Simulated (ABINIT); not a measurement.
Entries from a set of simulations; values are calculated unless marked as measured.

**Beyond one shot: KBr (Fm-3m)**

Symmetry: Fm-3m, No. 225, cubic system. Conventional cell: a = 6.600 Å, b = 6.600 Å, c = 6.600 Å, α = 90.00°, β = 90.00°, γ = 90.00°. K has 6 Br at 3.30 Å nearest. Nearest to Br lie 6 K at 3.30 Å. Farther neighbours, and contacts between anions beyond the nearest, are not listed.

```yaml
method: RPA screening on LDA from quasiparticle energies and orbitals, plane waves, norm-conserving pseudopotentials (and 4 further levels or steps)
program: ABINIT 10.8.3
settings: cutoff 32 Ha, PseudoDojo scalar-relativistic 0.4.1 standard, norm-conserving, ngkpt (4, 4, 4), nband 62, ecuteps 4 Ha, gwcalctyp 28, inclvkb 2, shiftk (0, 0, 0), symchi 1, awtr 1, frequency ppm, cycle 8, q points all but q = 0, 4×4×4 k-mesh
cost: 25 runs, 13 min in all on 4 MPI ranks of Arm Neoverse V2, shared host
notes: The cell and positions come from the Crystallography Open Database and are kept as given unless a step says otherwise. Limits: no spin-orbit coupling.
g0w0: 6.687 eV
qsgw_cycle_1: 7.218 eV
qsgw_cycle_2: 7.795 eV
qsgw_cycle_3: 7.935 eV
qsgw_cycle_4: 7.928 eV
qsgw_cycle_5: 7.889 eV
qsgw_cycle_6: 7.857 eV
qsgw_cycle_7: 7.835 eV
qsgw_cycle_8: 7.824 eV
known_limits: short of the basis limit; no spin-orbit coupling
```

Only the bands that the input lists are updated; the higher empty ones keep the functional's energies. QSGW ends at 7.82 eV, +1.14 eV from G0W0, after 8 cycles that took 13 min beside the first screening; the last moved the gap by 0.011 eV.

[Long decimals in the printed logs are rounded to 6 places.]

[Logs are printed without paths, hosts, clocks, repeated set-up lines and the standing remarks that a program may print on its own settings, such as how far it seeks lower states.]

[Paths, hosts, dates, memory and timing lines, banners, echoed tables and standing remarks are left out of the program output; an Ansatz launch command may be rebuilt from the run's recorded settings. Measured values are a selection of at most five: reports struck by readers or far from the other reports are left out. None is set beside runs whose start may be inverted or whose files or cutoffs have a known fault.]

[Runs of the session that timed out or met a known fault of the program may be left out.]

[Hosts, paths, dates, database ids (printed as entryN), source tags and the programs' standing remarks are cut or masked in the printed files.]

[G0W0 gaps are taken among the corrected bands and points alone; a level outside them can change the order at an edge.]

[Where Ansatz stands beside ABINIT at settings called matched, ABINIT's density can come from a denser mesh and the files from another edition; pairs whose starting gaps differed by over 0.03 eV were left out, so agreement reads better than it is.]
